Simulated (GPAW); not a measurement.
**Optical response of PbO (Litharge)**

Wanted: where PbO (Litharge) starts to absorb, how strongly, and its refractive index. The cell comes from an older database entry, whose edges can differ from later determinations, mostly by under a per cent.

Method: DFT, PBE, plane-wave PAW (GPAW data sets), scalar-relativistic, RPA, optical limit, in GPAW 26.7.0.

The database entry behind the starting cell differs from later determinations by our own check (an axis about 0.4 % long against later determinations), so it need not match the best structure at ambient conditions.

**1. Set-up**

Symmetry: P4/nmm, No. 129, tetragonal system. The conventional cell has a = 3.990 Å, b = 3.990 Å, c = 5.010 Å, α = 90.00°, β = 90.00°, γ = 90.00°. Nearest to Pb lie 4 O at 2.33 Å. Nearest to O lie 4 Pb at 2.33 Å. Farther neighbours and most contacts between anions are not listed.

As a file:

```xyz
4
Lattice="3.9900 0.0000 0.0000 0.0000 3.9900 0.0000 0.0000 0.0000 5.0100" Properties=species:S:1:pos:R:3 pbc="T T T"
Pb    1.9950    0.0000    3.8076
Pb    0.0000    1.9950    1.2024
O     1.9950    1.9950    0.0000
O     0.0000    0.0000    0.0000
```

**2. Bands for the response**

At the fixed density, many empty bands are solved on the mesh of the response, since the spectrum sums over them.

This step: DFT, PBE, plane-wave PAW (GPAW data sets), scalar-relativistic, bands at fixed density (GPAW 26.7.0).

nscf.py reads:

```python
from ase.dft.bandgap import bandgap
from gpaw import GPAW, FermiDirac

calc = GPAW('gs.gpw').fixed_density(kpts={'size': (8, 8, 6), 'gamma': True}, nbands=63, convergence={'bands': 57},
                                    occupations=FermiDirac(0.001), txt='nscf.txt')
print('gap (eV)', bandgap(calc, output=None)[0])
print('direct gap (eV)', bandgap(calc, direct=True, output=None)[0])
print('top band over the Fermi level (eV)', min(calc.get_eigenvalues(kpt=k)[56] for k in range(len(calc.get_ibz_k_points()))) - calc.get_fermi_level())
calc.write('full.gpw', mode='all')
```

On the command line:

```console
$ OMP_NUM_THREADS=1 python nscf.py
```

Numbers of over 12 decimals in the logs are rounded to 6 here.

What it wrote:

```text
Diagonalizing LCAO Hamiltonian
Converting LCAO to pw mode
convergence criteria:
- Maximum integral of absolute [eigenst]ate change: 4e-08 eV^2 / valence electron
maximum number of iterations: 150

SCF iterations
|iter     |      energy | eigst |  dens |
|iter:   1||             | +3.45 |       |
|iter:   2||             | +2.22 |       |
|iter:   3||             | +1.19 |       |
|iter:   4||             | +0.09 |       |
|iter:   5||             | -0.67 |       |
|iter:   6||             | -1.53 |       |
|iter:   7||             | -2.25 |       |
|iter:   8||             | -3.09 |       |
|iter:   9||             | -3.77 |       |
|iter:  10||             | -4.56 |       |
|iter:  11||             | -5.22 |       |
|iter:  12||             | -5.99 |       |
|iter:  13||             | -6.64 |       |
|iter:  14||             | -7.27 |       |
|iter:  15||             | -7.63c|       |
SCF steps: 15
  __  _  _
 | _ |_)|_||  |
 |__||  | ||/\| - 26.7.0

Versions:
  Python: 3.12.14
  ASE:    3.29.0
  Numpy:  2.5.5
  Scipy:  1.18.1
  Libxc:  7.0.0

Input parameters:
  mode=PW(ecut=500.0),
  convergence={'bands': 57},
  gpts=array([21, 21, 27]),
  kpts=MonkhorstPack(size=(8, 8, 6), gamma=True),
  maxiter=150,
  nbands=63,
  occupations=Occupations(name='fermi-dirac', width=0.001, fixmagmom=False),
  parallel={},
  xc=XC(name='PBE')

--- standard output ---
gap (eV) 1.125716
direct gap (eV) 2.116901
top band over the Fermi level (eV) 28.128272
```

The job ended after 3.3 min (1 thread of Arm Neoverse V1, shared host; peak memory 0.31 GiB).

Read-outs, printed or worked out from the files:

```
gap on the k-mesh      : 1.126 eV
direct gap on the mesh : 2.117 eV
```

**3. Dielectric function, RPA**

Local fields let the induced charge screen the field inside the cell, which as a rule lowers ε, most along directions where the density is uneven.

This step: DFT, PBE, plane-wave PAW (GPAW data sets), scalar-relativistic, RPA, optical limit (GPAW 26.7.0).

df.py reads:

```python
from gpaw.response.df import DielectricFunction

df = DielectricFunction('full.gpw', frequencies={'type': 'nonlinear', 'domega0': 0.03, 'omega2': 8},
                        ecut=50,
                        eta=0.15,
                        nbands=57,
                        txt='df.txt')
for direction in ['x', 'z']:
    df.get_dielectric_function(xc='RPA', direction=direction, filename=f'df_{direction}.csv')
```

On the command line:

```console
$ OMP_NUM_THREADS=1 python df.py
```

What it wrote:

```text
Using integrator: PointIntegrator
NonLinearFrequencyDescriptor(from 0.000 to 50.622 eV, 467 points)
Nonperiodic BCs:  [False False False]
Using integrator: PointIntegrator
NonLinearFrequencyDescriptor(from 0.000 to 50.622 eV, 467 points)
Nonperiodic BCs:  [False False False]

Calculating chi0 body with:
    Ground state adapter containing:
    Number of spins: 1
    Number of kpoints: 384
    Number of irreducible kpoints: 60
    Number of completely occupied states: 20
    Number of partially occupied states: 20

    Linear response parametrization:
    q_c: [0.0, 0.0, 0.0]
    Number of frequency points: 467
    Planewave cutoff: 50.0
    Number of bands: 57
    Number of planewaves: 65
    Broadening (eta): 0.15

Integrating chi0 body.

Symmetries of q_c:
    Direct symmetries (Uq -> q): 8
    Indirect symmetries (TUq -> q): 8
In total 16 allowed symmetries.

60 groups of equivalent kpoints. 84.375% reduction.

Integral kind: spectral function

Calculating chi0 optical extensions with:
    Ground state adapter containing:
    Number of spins: 1
    Number of kpoints: 384
    Number of irreducible kpoints: 60
    Number of completely occupied states: 20
    Number of partially occupied states: 20

    Linear response parametrization:
    Number of frequency points: 467
    Planewave cutoff: 50.0
    Number of bands: 57
    Number of planewaves: 65
    Broadening (eta): 0.15
Integrating chi0 head and wings.

Symmetries of q_c:
    Direct symmetries (Uq -> q): 8
    Indirect symmetries (TUq -> q): 8
In total 16 allowed symmetries.

60 groups of equivalent kpoints. 84.375% reduction.

Integral kind: spectral function wings
```

It took 30 s on 1 thread; peak memory 0.32 GiB.

Numbers from this step:

| Property | Result |
| --- | --- |
| electronic dielectric constant ε∞, mean over x, y and z (by symmetry where fewer were run) | 6.323 |
| main peak of Im epsilon, first axis | 4.006 eV |

Some rows of df_x.csv (energy; Re and Im without local fields; Re and Im with them):

```text
0.000000, 7.168440, 0.000000, 6.513163, 0.000000
0.429336, 7.225384, 0.040616, 6.562454, 0.035153
0.878195, 7.417600, 0.091110, 6.728784, 0.078832
1.347938, 7.810256, 0.169454, 7.068591, 0.146823
1.840057, 8.585604, 0.366600, 7.742437, 0.323907
2.356191, 9.815269, 0.916535, 8.752332, 0.813273
2.898142, 11.819110, 2.937140, 10.315162, 2.442529
3.467895, 12.397055, 9.637494, 11.345124, 7.241617
4.067647, 4.050508, 11.950717, 4.640055, 10.793755
4.699832, -0.587550, 9.486462, 0.465572, 9.410013
5.367152, 1.175816, 5.762848, 1.187940, 5.479648
6.072622, 0.826870, 5.811955, 0.752634, 5.278024
6.819608, -1.472455, 5.588514, -1.113456, 5.317325
7.611886, -0.928051, 2.847103, -0.897568, 2.661607
8.453705, -0.019721, 2.710712, 0.031754, 2.351167
9.349861, 0.045922, 2.314871, 0.152425, 1.942039
10.305790, -0.596004, 2.468376, -0.102367, 2.270787
11.327680, -0.570529, 1.290633, -0.472412, 1.371274
12.422601, 0.246995, 1.000820, 0.272219, 0.899955
13.598673, 0.678318, 1.167744, 0.719271, 0.958734
```

Values under the direct gap are tails of Lorentzian lines. Im ε against photon energy; read off at these points:

```
photon energy (eV)   E ∥ x   E ∥ z
             0.000       0       0
             0.250  0.0201  0.0176
             0.500  0.0413  0.0360
             0.750  0.0651  0.0565
             1.000  0.0933  0.0806
             1.250   0.129   0.110
             1.500   0.180   0.150
             1.750   0.269   0.209
             2.000   0.516   0.315
             2.250   0.708   0.610
             2.500    1.20   0.966
             2.750    2.01    2.03
             3.000    3.19    2.81
             3.250    4.63    4.60
             3.500    7.70    5.10
             3.750    9.96    6.54
             4.000    11.0    9.06
             4.250    8.86    10.0
             4.500    10.2    12.4
             4.562    10.4    12.3
             4.750    8.86    9.93
             5.000    6.08    7.23
             5.250    5.59    4.60
             5.500    5.99    4.96
             5.750    5.04    4.52
             6.000    5.25    3.94
             6.250    5.12    3.24
             6.500    5.44    3.35
             6.750    5.66    4.13
             7.000    4.34    4.57
             7.250    3.53    4.19
             7.500    3.02    3.90
             7.750    2.54    3.12
             8.000    2.39    2.25
             8.250    2.30    1.78
             8.500    2.37    1.64
             8.750    2.31    1.44
             9.000    2.21    1.37
             9.250    1.97    1.39
             9.500    1.98    1.35
             9.750    2.20    1.27
            10.000    2.24    1.35
            10.250    2.32    1.50
            10.500    2.12    1.84
            10.750    2.01    2.01
            11.000    1.79    1.70
            11.250    1.47    1.54
            11.500    1.17    1.42
            11.750    1.06    1.24
            12.000   0.890    1.04
            12.250   0.791    1.01
            12.500   0.924   0.904
            12.750   0.802   0.715
            13.000   0.799   0.721
            13.250   0.733   0.648
            13.500   0.858   0.556
            13.750   0.955   0.540
```

The Re ε by photon energy:

| photon energy (eV) | E ∥ x | E ∥ z |
| --- | --- | --- |
| 0.0 | 6.51 | 5.94 |
| 0.5 | 6.58 | 6.00 |
| 1.0 | 6.80 | 6.19 |
| 1.5 | 7.23 | 6.56 |
| 2.0 | 8.05 | 7.26 |
| 2.5 | 9.17 | 8.35 |
| 3.0 | 10.8 | 9.43 |
| 3.5 | 11.1 | 9.28 |
| 4.0 | 5.76 | 8.35 |
| 4.5 | 3.25 | 3.34 |
| 5.0 | 0.192 | -1.85 |
| 5.5 | 1.15 | 0.273 |
| 6.0 | 0.930 | -0.412 |
| 6.5 | 0.400 | 0.861 |
| 7.0 | -1.42 | 0.563 |
| 7.5 | -1.13 | -0.809 |
| 8.0 | -0.407 | -1.30 |
| 8.5 | 0.0290 | -0.528 |
| 9.0 | -0.135 | -0.0101 |
| 9.5 | 0.285 | 0.181 |
| 10.0 | 0.256 | 0.557 |
| 10.5 | -0.189 | 0.618 |
| 11.0 | -0.528 | -0.0775 |
| 11.5 | -0.359 | -0.0506 |
| 12.0 | -0.104 | -0.0121 |
| 12.5 | 0.251 | 0.0127 |
| 13.0 | 0.423 | 0.278 |
| 13.5 | 0.740 | 0.386 |

Values under the direct gap are tails of Lorentzian lines. The loss function −Im 1/ε at q → 0 by energy loss; read off at these points:

```
energy loss (eV)    E ∥ x    E ∥ z
            0.00        0        0
            0.50   9.5e-4  0.00100
            1.00  0.00202  0.00210
            1.50  0.00345  0.00349
            2.00  0.00793  0.00597
            2.50   0.0140   0.0137
            3.00   0.0252   0.0290
            3.50   0.0422   0.0454
            4.00   0.0714   0.0597
            4.50   0.0887   0.0752
            5.00    0.164    0.130
            5.50    0.161    0.201
            6.00    0.185    0.251
            6.50    0.183    0.280
            7.00    0.208    0.215
            7.50    0.290    0.246
            8.00    0.407    0.333
            8.50    0.421    0.552
            9.00    0.451    0.727
            9.50    0.495    0.730
           10.00    0.441    0.633
           10.50    0.467    0.488
           11.00    0.514    0.587
           11.50    0.779    0.703
           12.00     1.11    0.960
           12.18     1.27    0.996
           12.50     1.01     1.11
           12.75     1.11     1.34
           13.00    0.978     1.21
           13.50    0.669     1.21
```

Refractive index n and extinction k against photon energy:

```
photon energy (eV)  n, E ∥ x  k, E ∥ x  n, E ∥ z  k, E ∥ z
               0.0      2.55         0      2.44         0
               0.5      2.57   0.00806      2.45   0.00735
               1.0      2.61    0.0179      2.49    0.0162
               1.5      2.69    0.0335      2.56    0.0293
               2.0      2.84    0.0909      2.69    0.0585
               2.5      3.03     0.198      2.89     0.167
               3.0      3.32     0.480      3.10     0.452
               3.5      3.51      1.10      3.15     0.808
               4.0      3.01      1.82      3.21      1.41
               4.5      2.64      1.94      2.84      2.18
               5.0      1.77      1.72      1.67      2.16
               5.5      1.91      1.57      1.62      1.53
               6.0      1.77      1.48      1.33      1.48
               6.5      1.71      1.59      1.47      1.14
               7.0      1.25      1.73      1.61      1.42
               7.5      1.02      1.48      1.26      1.55
               8.0      1.00      1.19     0.805      1.40
               8.5      1.10      1.08     0.773      1.06
               9.0      1.02      1.08     0.826     0.832
               9.5      1.07     0.926     0.877     0.767
              10.0      1.12     0.999      1.00     0.672
              10.5     0.986      1.08      1.13     0.813
              11.0     0.818      1.09     0.902     0.944
              11.5     0.659     0.891     0.828     0.858
              12.0     0.629     0.707     0.718     0.726
              12.5     0.777     0.594     0.677     0.668
              13.0     0.815     0.490     0.725     0.497
              13.5     0.968     0.443     0.729     0.381
```

The reflectivity at normal incidence by photon energy; read off at these points:

```csv
photon energy (eV),E ∥ x (%),E ∥ z (%)
0.00,19.1,17.5
0.50,19.3,17.7
1.00,19.9,18.2
1.50,21.0,19.2
2.00,23.0,21.1
2.50,25.6,23.8
3.00,29.7,27.2
3.50,34.8,29.5
4.00,38.0,34.9
4.50,37.9,41.7
4.65,40.1,43.8
4.70,40.2,43.6
5.00,33.3,43.3
5.50,30.2,29.7
5.61,31.8,31.7
6.00,28.3,30.1
6.50,30.7,20.6
7.00,37.9,27.1
7.50,34.8,32.8
7.91,26.8,38.4
8.00,26.1,38.2
8.50,21.2,27.6
9.00,22.4,18.0
9.50,16.8,14.7
10.00,18.4,10.1
10.50,22.7,13.0
11.00,27.4,20.0
11.50,25.6,18.8
12.00,20.2,17.4
12.50,11.5,16.9
13.00,7.77,10.0
13.50,4.86,6.99
```

At chosen wavelengths:

| wavelength (nm) | n x | k x | R (%) x | 1/α x | n z | k z | R (%) z | 1/α z |
| --- | --- | --- | --- | --- | --- | --- | --- | --- |
| 1550 | 2.59 | 0.014 | 19.6 | 9.1 µm | 2.47 | 0.012 | 17.9 | 10.0 µm |
| 800 | 2.70 | 0.036 | 21.1 | 1.8 µm | 2.57 | 0.031 | 19.4 | 2.0 µm |
| 633 | 2.83 | 0.080 | 22.8 | 632 nm | 2.68 | 0.054 | 20.9 | 926 nm |
| 450 | 3.16 | 0.321 | 27.4 | 112 nm | 3.02 | 0.339 | 25.8 | 106 nm |
| 405 | 3.33 | 0.558 | 30.1 | 58 nm | 3.15 | 0.510 | 27.9 | 63 nm |
| 308 | 2.96 | 1.854 | 38.1 | 13 nm | 3.19 | 1.453 | 35.1 | 17 nm |
| 248 | 1.77 | 1.717 | 33.3 | 11 nm | 1.68 | 2.158 | 43.3 | 9.1 nm |

Below the direct gap, k and the depth come from the tails of the Lorentzian lines, not from transitions.

At 1064 nm the birefringence n(z) − n(x) is -0.121: the crystal is uniaxial negative at this level.

**4. Results**

```json
{
  "electronic dielectric constant ε∞, mean over x, y and z (by symmetry where fewer were run) (RPA)": "6.32",
  "main peak of Im epsilon, first axis": "4.01 eV"
}
```

What this shows: At this level (PBE, RPA) PbO has a mean ε∞ = 6.32 and n = 2.59 at 1550 nm (E ∥ x), and Im ε peaks at 4.0 eV (E ∥ x). On the mesh the gap is 1.13 eV and the least direct gap 2.12 eV, so on this mesh the band edges lie at different points. Local fields change the static value along x from 7.17 to 6.51 (-9 %). Distinct maxima of Im ε, read by a parabola through the highest points, lie at 4.01 eV (11), 4.55 eV (10), 5.54 eV (6.1) and 6.69 eV (5.8) for E ∥ x. The static values by axis are 6.51 (x), 5.94 (z). At 1064 nm the birefringence n(z) − n(x) is -0.121: the crystal is uniaxial negative at this level. Excitons and phonon-assisted transitions are missing; PBE gaps are as a rule too small, which pulls the onset down and ε∞ up, while the missing spin-orbit coupling works the other way with such heavy atoms. Spin-orbit coupling is left out although heavy atoms are present. The sum runs over mesh points, so small or evenly spaced maxima can still be ripples of the mesh. In this version of GPAW the matrix elements of the optical limit are incomplete, which can lower ε − 1 by up to a tenth where first-row anions or d states rule, and shift it by more in d metals.

[Machine, clock and banner lines and Python warnings are left out of the logs.]

[Logs are printed without paths, hosts, clocks, repeated set-up lines and the standing remarks that a program may print on its own settings, such as how far it seeks lower states.]

[Hosts, paths, dates, database ids (printed as entryN), source tags and the programs' standing remarks are cut or masked in the printed files.]
